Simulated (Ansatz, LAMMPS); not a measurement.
# Elastic response of glassy 62SiO2-24Al2O3-10K2O-5Er2O3 (mol %) (75 atoms), part 2 of 4

Aim: relax glassy 62SiO2-24Al2O3-10K2O-5Er2O3 (mol %) (75 atoms), then change its volume to read the bulk modulus from the stress.

Ansatz 0.2.0; Kohn-Sham DFT, LDA, PAW (set soft_2), plane waves.

The cell: 13 Si, 10 Al, 4 K, 2 Er and 46 O. The quench rate of 50 K/ps is many orders above laboratory rates. The starting topology of bonds comes from the classical model. Without a Hubbard term or exact exchange, open shells on Er are likely too delocalised. The Brillouin zone is sampled at Γ only.

So far. Step 2 (Single point at the start): The r.m.s. force at the start is 1.0 eV/Å.

In doubt: a lower electronic state may exist, so energies may not be the lowest and differences between runs may mislead; an open 4f shell can sit in one of many states, so energies may not be the lowest and differences between runs may mislead; derivatives with an open 4f shell can jump between states, which bears on forces and vibrations.

### 3. Cell and atoms relaxed

The cell is relaxed with the atoms, since the starting lattice needn't suit this functional.

File input.yaml:

```yaml
crystal:
  lattice:
    - [10.02935, 0.0, 0.0]
    - [0.0, 10.02935, 0.0]
    - [0.0, 0.0, 10.02935]
  atoms:
    [... the 75 atom lines of step 2 ...]
magnetization:
  spin_polarized: true
kpoints:
  mp_grid: { grid: [1, 1, 1] }
hamiltonian:
  xc: lda
scf:
  occupations: { method: fermi_dirac, width: 0.05 }
  lower_state_search: "off"
output:
  forces: true
relax:
  f_tol: 0.05
  max_steps: 150
  cell: {}
```

The run is started by

```bash
> ansatz run input.yaml --threads 4 --pin off --max-ram 8192MiB --backend cpu --events-out ev --progress --plain --runs-dir out
```

The program printed:

```text
[...]
Crystal: 75 atoms, lattice volume = 1008.831 Å³
Basis set: ecut = 420 eV, 19597 PW (Γ)
Bands: 297, of which v1, the nominal top of the filled ones, is band 219 counted from 1 (218 counted from 0)
Symmetry: 1 space group operations
[...]
k-points: 1
[...]
Starting moments: Σ|m| = 6 μB on 2 of 75 sites
[...]
SCF iter   1: F=—  HF=-68502.142776 eV  |F-HF|=—  |Δ(HF+E_count)|=         —  Δρ=1.30e-1 (↑5.60e-2 ↓1.30e-1)  dr2=5.62e2  dr2_m=1.75e1  M=0.139 μB ∫|m|=0.923 μB  β_m=0.30  ethr=3.10e-3  ⟨swp⟩=6.5  Hψ=2720  notcnv=0  defer=117
[...]
SCF iter  54: F=-68385.432151 eV  HF=-68385.432151 eV  |F-HF|=3.80e-9  |Δ(HF+E_count)|=  1.46e-11  Δρ=4.09e-7 (↑1.43e-7 ↓4.09e-7)  dr2=3.12e-9  dr2_m=3.11e-10  M=5.914 μB ∫|m|=5.964 μB  ethr=1.00e-12  ⟨swp⟩=2.0  Hψ=1698  notcnv=0
SCF 1 converged in 54 iterations: F = -68385.432151 eV  dr2 = 3.12e-9
[...]
relax step   1: F+E_penalty+E_count = -68385.43215059 eV  Δ(F+E_penalty+E_count) = +0.000e0 eV  max|allowed force component| = 4.725e0 eV/Å  Δτ_max = 0.0000 Å  P = -0.289 GPa  Ω = 1008.831 Å³  (54 SCF iters, dr2 threshold 1.00e-7 eV, accepted)
[... from here on, the SCF cycles and remarks between the steps are left out ...]
relax step   2: F+E_penalty+E_count = -68388.17273617 eV  Δ(F+E_penalty+E_count) = -2.741e0 eV  max|allowed force component| = 2.854e0 eV/Å  Δτ_max = 0.1949 Å  P = +0.275 GPa  Ω = 992.488 Å³  energy of the carried Pulay correction = +7.968e-2 eV  (32 SCF iters, dr2 threshold 7.50e-6 eV, accepted)
relax step   3: F+E_penalty+E_count = -68389.95177177 eV  Δ(F+E_penalty+E_count) = -1.779e0 eV  max|allowed force component| = 1.084e0 eV/Å  Δτ_max = 0.1949 Å  P = +0.364 GPa  Ω = 976.833 Å³  energy of the carried Pulay correction = +1.572e-1 eV  (23 SCF iters, dr2 threshold 7.50e-6 eV, accepted)
relax step   4: F+E_penalty+E_count = -68390.37808695 eV  Δ(F+E_penalty+E_count) = -4.263e-1 eV  max|allowed force component| = 4.753e-1 eV/Å  Δτ_max = 0.1968 Å  P = -0.038 GPa  Ω = 973.130 Å³  energy of the carried Pulay correction = +1.758e-1 eV  (24 SCF iters, dr2 threshold 7.50e-6 eV, accepted)
relax step   5: F+E_penalty+E_count = -68390.66341037 eV  Δ(F+E_penalty+E_count) = -2.853e-1 eV  max|allowed force component| = 3.638e-1 eV/Å  Δτ_max = 0.1917 Å  P = +0.008 GPa  Ω = 967.414 Å³  energy of the carried Pulay correction = +2.045e-1 eV  (26 SCF iters, dr2 threshold 7.50e-6 eV, accepted)
relax step   6: F+E_penalty+E_count = -68390.84757860 eV  Δ(F+E_penalty+E_count) = -1.842e-1 eV  max|allowed force component| = 3.538e-1 eV/Å  Δτ_max = 0.1950 Å  P = -0.123 GPa  Ω = 962.500 Å³  energy of the carried Pulay correction = +2.293e-1 eV  (26 SCF iters, dr2 threshold 7.50e-6 eV, accepted)
relax step   7: F+E_penalty+E_count = -68390.98506319 eV  Δ(F+E_penalty+E_count) = -1.375e-1 eV  max|allowed force component| = 3.003e-1 eV/Å  Δτ_max = 0.2000 Å  P = -0.017 GPa  Ω = 954.905 Å³  energy of the carried Pulay correction = +2.680e-1 eV  (28 SCF iters, dr2 threshold 7.50e-6 eV, accepted)
relax step   8: F+E_penalty+E_count = -68391.07746506 eV  Δ(F+E_penalty+E_count) = -9.240e-2 eV  max|allowed force component| = 1.687e-1 eV/Å  Δτ_max = 0.2000 Å  P = +0.059 GPa  Ω = 952.939 Å³  energy of the carried Pulay correction = +2.780e-1 eV  (23 SCF iters, dr2 threshold 5.64e-6 eV, accepted)
relax step   9: F+E_penalty+E_count = -68391.11254504 eV  Δ(F+E_penalty+E_count) = -3.508e-2 eV  max|allowed force component| = 2.006e-1 eV/Å  Δτ_max = 0.1940 Å  P = -0.087 GPa  Ω = 953.049 Å³  energy of the carried Pulay correction = +2.774e-1 eV  (24 SCF iters, dr2 threshold 1.78e-6 eV, accepted)
relax step  10: F+E_penalty+E_count = -68391.14375940 eV  Δ(F+E_penalty+E_count) = -3.121e-2 eV  max|allowed force component| = 1.484e-1 eV/Å  Δτ_max = 0.1311 Å  P = +0.005 GPa  Ω = 951.759 Å³  energy of the carried Pulay correction = +2.840e-1 eV  (22 SCF iters, dr2 threshold 2.51e-6 eV, accepted)
relax step  11: F+E_penalty+E_count = -68391.16520556 eV  Δ(F+E_penalty+E_count) = -2.145e-2 eV  max|allowed force component| = 1.326e-1 eV/Å  Δτ_max = 0.0615 Å  P = +0.016 GPa  Ω = 952.097 Å³  energy of the carried Pulay correction = +2.823e-1 eV  (21 SCF iters, dr2 threshold 1.38e-6 eV, accepted)
relax step  12: F+E_penalty+E_count = -68391.21064156 eV  Δ(F+E_penalty+E_count) = -4.544e-2 eV  max|allowed force component| = 1.676e-1 eV/Å  Δτ_max = 0.1183 Å  P = +0.003 GPa  Ω = 950.871 Å³  energy of the carried Pulay correction = +2.886e-1 eV  (28 SCF iters, dr2 threshold 1.10e-6 eV, accepted)
relax step  13: F+E_penalty+E_count = -68391.21092043 eV  Δ(F+E_penalty+E_count) = -2.789e-4 eV  max|allowed force component| = 4.923e-1 eV/Å  Δτ_max = 0.1335 Å  P = -0.074 GPa  Ω = 950.399 Å³  energy of the carried Pulay correction = +2.910e-1 eV  (24 SCF iters, dr2 threshold 1.75e-6 eV, rejected (line search))
[...]
relax step  28: F+E_penalty+E_count = -68391.35056429 eV  Δ(F+E_penalty+E_count) = -1.104e-2 eV  max|allowed force component| = 9.809e-2 eV/Å  Δτ_max = 0.0525 Å  P = -0.035 GPa  Ω = 947.214 Å³  energy of the carried Pulay correction = +3.074e-1 eV  (54 SCF iters, accepted)
relax step  29: F+E_penalty+E_count = -68391.35684768 eV  Δ(F+E_penalty+E_count) = -6.283e-3 eV  max|allowed force component| = 2.919e-1 eV/Å  Δτ_max = 0.0991 Å  P = +0.047 GPa  Ω = 946.232 Å³  energy of the carried Pulay correction = +3.124e-1 eV  (39 SCF iters, dr2 threshold 6.01e-7 eV, accepted)
relax step  30: F+E_penalty+E_count = -68391.33792334 eV  Δ(F+E_penalty+E_count) = +1.892e-2 eV  max|allowed force component| = 2.957e-1 eV/Å  Δτ_max = 0.1500 Å  P = -0.093 GPa  Ω = 946.798 Å³  energy of the carried Pulay correction = +3.095e-1 eV  (27 SCF iters, dr2 threshold 5.33e-6 eV, rejected (line search))
relax step  31: F+E_penalty+E_count = -68391.36626043 eV  Δ(F+E_penalty+E_count) = -9.413e-3 eV  max|allowed force component| = 6.045e-2 eV/Å  Δτ_max = 0.0467 Å  P = +0.017 GPa  Ω = 946.417 Å³  energy of the carried Pulay correction = +3.115e-1 eV  (57 SCF iters, accepted)
relax step  32: F+E_penalty+E_count = -68391.36827752 eV  Δ(F+E_penalty+E_count) = -2.017e-3 eV  max|allowed force component| = 3.569e-2 eV/Å  Δτ_max = 0.0178 Å  P = +0.010 GPa  Ω = 946.351 Å³  energy of the carried Pulay correction = +3.118e-1 eV  (25 SCF iters, dr2 threshold 2.28e-7 eV, accepted)
relax step  33: F+E_penalty+E_count = -68391.23905194 eV  Δ(F+E_penalty+E_count) = +1.292e-1 eV  max|allowed force component| = 3.559e-2 eV/Å  Δτ_max = 0.0000 Å  P = -0.303 GPa  Ω = 946.351 Å³  stress off target by 5.84e-1 GPa  SCF on the basis re-selected at this cell (its energy is not comparable with the rows above)  (26 SCF iters)
relax step  34: F+E_penalty+E_count = -68391.27137785 eV  Δ(F+E_penalty+E_count) = -3.233e-2 eV  max|allowed force component| = 8.324e-2 eV/Å  Δτ_max = 0.0335 Å  P = +0.308 GPa  Ω = 940.963 Å³  energy of the carried Pulay correction = +2.626e-2 eV  (29 SCF iters, dr2 threshold 8.53e-7 eV, accepted)
relax step  35: F+E_penalty+E_count = -68391.26933915 eV  Δ(F+E_penalty+E_count) = +2.039e-3 eV  max|allowed force component| = 2.244e-1 eV/Å  Δτ_max = 0.0505 Å  P = -0.041 GPa  Ω = 940.822 Å³  energy of the carried Pulay correction = +2.721e-2 eV  (37 SCF iters, dr2 threshold 4.33e-7 eV, rejected (line search))
relax step  36: F+E_penalty+E_count = -68391.27330225 eV  Δ(F+E_penalty+E_count) = -1.924e-3 eV  max|allowed force component| = 4.609e-2 eV/Å  Δτ_max = 0.0206 Å  P = -0.028 GPa  Ω = 941.744 Å³  energy of the carried Pulay correction = +2.261e-2 eV  (49 SCF iters, accepted)
relax step  37: F+E_penalty+E_count = -68391.24875656 eV  Δ(F+E_penalty+E_count) = +2.455e-2 eV  max|allowed force component| = 4.596e-2 eV/Å  Δτ_max = 0.0000 Å  P = -0.067 GPa  Ω = 941.744 Å³  stress off target by 1.02e-1 GPa  SCF on the basis re-selected at this cell (its energy is not comparable with the rows above)  (8 SCF iters)
relax step  38: F+E_penalty+E_count = -68391.25434859 eV  Δ(F+E_penalty+E_count) = -5.592e-3 eV  max|allowed force component| = 2.230e-2 eV/Å  Δτ_max = 0.0148 Å  P = -0.014 GPa  Ω = 940.823 Å³  energy of the carried Pulay correction = +4.642e-3 eV  (28 SCF iters, dr2 threshold 2.62e-8 eV, accepted)
relax step  39: F+E_penalty+E_count = -68391.24729747 eV  Δ(F+E_penalty+E_count) = +7.051e-3 eV  max|allowed force component| = 2.230e-2 eV/Å  Δτ_max = 0.0000 Å  P = -0.019 GPa  Ω = 940.823 Å³  stress off target by 3.06e-2 GPa  SCF on the basis re-selected at this cell (its energy is not comparable with the rows above)  (27 SCF iters)
[...]
SCF converged after 27 iterations
Magnetization: 6.0000 μB (222.0000 up, 216.0000 down)
Absolute magnetization: 6.0288 μB (∫|ρ↑−ρ↓|, with the PAW one-centre terms)
[...]
Per-site moments (μB) at R_I (Å): [(1.357091e-5, 0.654788), (-1.906185e-7, 0.650807), (0.000255759, 0.657806), (-1.307598e-6, 0.660673), (-1.429772e-6, [...]
Free energy (F): -68391.247297 eV
[...]
Internal energy: -68391.204485 eV  (E = F + TS)
E sigma→0 (E₀):  -68391.225891 eV
Entropy (-TS):   -0.042813 eV (-0.571 meV/atom)
Fermi energy:    5.228057 eV
[...]
--- Forces (eV/Å), atoms counted from 1 ---
  atom   1  Si    -0.00786837     0.00532560    -0.00241213
  atom   2  Si     0.00136893     0.00177924    -0.01345208
  atom   3  Si    -0.00304419    -0.00576963     0.00275154
  atom   4  Si    -0.00534059    -0.00202461    -0.00108501
  atom   5  Si    -0.00517716     0.00099622    -0.01133285
  atom   6  Si     0.01029687    -0.00110066    -0.00268913
  atom   7  Si     0.00182224    -0.01162299     0.01052319
  atom   8  Si     0.00388930    -0.01060356     0.00573797
  atom   9  Si     0.00122136     0.01184661     0.00207381
  atom  10  Si     0.00937635    -0.00131288     0.02074257
  atom  11  Si    -0.01351332     0.00900117    -0.00330794
  atom  12  Si     0.00182471     0.00646345     0.00227971
  atom  13  Si    -0.00233235     0.01164153    -0.00088662
  atom  14  Al     0.01073850    -0.00373818     0.01224679
[...]
atom  74  O      0.00581773     0.00051937    -0.00585157
  atom  75  O     -0.00115177     0.00046974    -0.00090499
  max |Σ_I F_I| component: 5.86e-5 eV/Å
--- Stress (GPa, compression-positive) ---
       -0.020974       0.002021      -0.006047
        0.002018      -0.008434       0.001725
       -0.006050       0.001723      -0.026394
  P = ⅓ Tr σ = -0.0186 GPa (-0.186 kbar)
--- Relaxed structure (36 steps of the walk, 32 accepted, 3 SCFs on fresh bases) ---
  F+E_penalty+E_count = -68391.24729747 eV   max|allowed force component| = 2.230e-2 eV/Å   (the final SCF, on the basis selected at the relaxed cell)
  cell:  # Å, volume = 940.8234 Å³
    - [9.916152, -0.074467, -0.324469]
    - [-0.074467, 9.925334, -0.270940]
    - [-0.324469, -0.270940, 9.577847]
  atoms:
    - { symbol: Si, position: [0.875504, 0.204242, 0.306760] }
    - { symbol: Si, position: [0.424385, 0.034989, 0.468265] }
    - { symbol: Si, position: [0.065798, 0.820192, 0.210383] }
    - { symbol: Si, position: [0.461571, 0.765112, 0.867102] }
[...]
- { symbol: O, position: [0.783115, 0.534076, 0.511119] }
```

It took 22 min on 4 threads of Intel Xeon Platinum 8259CL at 2.50GHz (Skylake/Cascade Lake), shared host; peak memory 2.2 GiB.

Notices of the run: minimisation begun.

The relaxation converged after 36 steps, with a largest force component of 0.022 eV/Å.

[end of part 2 of 4]

[Long decimals in the printed logs are rounded to 6 places.]

[Logs are printed without paths, hosts, clocks, repeated set-up lines and the standing remarks that a program may print on its own settings, such as how far it seeks lower states.]

[Hosts, paths, dates, database ids (printed as entryN), source tags and the programs' standing remarks are cut or masked in the printed files.]
